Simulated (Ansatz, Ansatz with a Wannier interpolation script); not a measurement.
An input for Ansatz 0.2.0 (FeAs2 (Lollingite)):

```yaml
crystal:
  lattice:
    - [5.3012, 0.0, 0.0]
    - [0.0, 5.9858, 0.0]
    - [0.0, 0.0, 2.8822]
  atoms:
    - { symbol: Fe, position: [0.0, 0.0, 0.0] }
    - { symbol: Fe, position: [0.5, 0.5, 0.5] }
    - { symbol: As, position: [0.1763, 0.3624, 0.0] }
    - { symbol: As, position: [0.8237, 0.6376, 0.0] }
    - { symbol: As, position: [0.6763, 0.1376, 0.5] }
    - { symbol: As, position: [0.3237, 0.8624, 0.5] }
kpoints:
  mp_grid: { grid: [4, 4, 6] }
  band_path:
    path:
      - [[0.0, 0.0, 0.0], [0.5, 0.0, 0.0], [0.5, 0.5, 0.0], [0.0, 0.5, 0.0], [0.0, 0.0, 0.0], [0.0, 0.0, 0.5], [0.5, 0.0, 0.5], [0.5, 0.5, 0.5], [0.0, 0.5, 0.5], [0.0, 0.0, 0.5]]
      - [[0.5, 0.0, 0.0], [0.5, 0.0, 0.5]]
      - [[0.0, 0.5, 0.0], [0.0, 0.5, 0.5]]
      - [[0.5, 0.5, 0.0], [0.5, 0.5, 0.5]]
    npoints: 10
hamiltonian:
  xc: lda
  pseudopotentials: { kind: paw, azcp: { folder: soft_1 }, xc_functional: pbe }
scf:
  occupations: { method: fermi_dirac, width: 0.02 }
  n_extra_bands: 48
output:
  eigenvalues: true
  fatbands: true
  write_density: true
  write_potential: true
  elf: true
  volumetric_format: npy
```

```sh
ansatz run input.yaml --threads 4 --pin off --max-ram 18432MiB --backend cpu --events-out ev --progress --plain --runs-dir out
```

Q: How long will it take on 4 threads of Arm Neoverse V1, shared host, and how much memory?

It took 21 s; on shared hardware allow 11 s to 42 s. Peak host memory was 1.0 GiB. The sizes that set the cost: 1781 plane waves a state, 36 irreducible k points and 9 SCF cycles.

[Paths, hosts, dates, memory and timing lines, banners, echoed tables and standing remarks are left out of the program output.]

[Logs are printed without paths, hosts, clocks, repeated set-up lines and the standing remarks that a program may print on its own settings, such as how far it seeks lower states.]

[Runs of the session that timed out or met a known fault of the program may be left out.]

[Hosts, paths, dates, database ids (printed as entryN), source tags and the programs' standing remarks are cut or masked in the printed files.]
